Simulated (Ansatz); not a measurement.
# Spin-orbit coupling in the work functions of 5d metals and their neighbours

Is spin-orbit coupling worth its cost for a work function, and how does its effect compare with the choice of functional?

**Method.** Ansatz 0.2.0, plane waves with PAW datasets (its set soft_2) at their recommended cutoffs; symmetric slabs of 7 layers (11 for bcc (111)) cut at the tabulated experimental lattice constant, atoms at bulk places, 18 Å of vacuum, k-spacing 0.16 Å⁻¹ (2π included), Fermi-Dirac smearing of 0.1 eV, SCF threshold 1e-9 eV. The work function is the vacuum level less the Fermi level; differences are formed before rounding. The spin-orbit runs use PBE and fully relativistic files.

Results:

```
    face  PBE (eV)  with spin-orbit (eV)  spin-orbit shift (eV)  LDA less PBE (eV)
 Ba(100)     2.364                 2.366                 +0.002              +0.17
 Ba(110)     2.440                 2.442                 +0.002              +0.16
 Ba(111)     2.394                 2.395                 +0.001              +0.16
Hf(0001)     4.360                 4.362                 +0.002              +0.19
 Ta(100)     3.999                 4.003                 +0.003              +0.23
 Ta(110)     4.789                 4.789                  0.000              +0.22
 Ta(111)     3.500                 3.522                 +0.022              +0.27
  W(100)     4.206                 4.222                 +0.016              +0.29
  W(110)     4.900                 4.935                 +0.036              +0.27
  W(111)     3.955                 3.990                 +0.035              +0.28
Re(0001)     5.030                 5.070                 +0.040              +0.30
Os(0001)     5.368                 5.379                 +0.011              +0.33
 Ir(100)     5.547                 5.520                 −0.027              +0.35
 Ir(110)     5.031                 5.021                 −0.010              +0.36
 Ir(111)     5.504                 5.492                 −0.012              +0.36
 Pt(100)     5.665                 5.599                 −0.067              +0.39
 Pt(110)     5.244                 5.227                 −0.016              +0.38
 Pt(111)     5.663                 5.627                 −0.036              +0.39
 Au(100)     5.072                 5.093                 +0.021              +0.42
 Au(110)     4.944                 4.969                 +0.025              +0.41
 Au(111)     5.164                 5.191                 +0.027              +0.42
 Pb(100)     3.736                 3.711                 −0.025              +0.31
 Pb(110)     3.700                 3.721                 +0.021              +0.30
 Pb(111)     3.675                 3.714                 +0.039              +0.32
```

What this shows: The shift runs from −0.067 eV (Pt(100)) to +0.040 eV (Re(0001)), and passes 0.05 eV on 1 of 24 faces. The step from PBE to LDA is 0.16 to 0.42 eV on the same slabs. A spin-orbit run takes about 9 times the CPU time, worth paying where 0.05 eV counts: Pt(100).

What the numbers leave out: The shift also holds the change of files, from scalar to fully relativistic ones. Faces are unreconstructed, differences are formed before rounding, and the CPU ratio is rough. The table is a selection: not every member that was run is listed.

[Logs are printed without paths, hosts, clocks, repeated set-up lines and the standing remarks that a program may print on its own settings, such as how far it seeks lower states.]
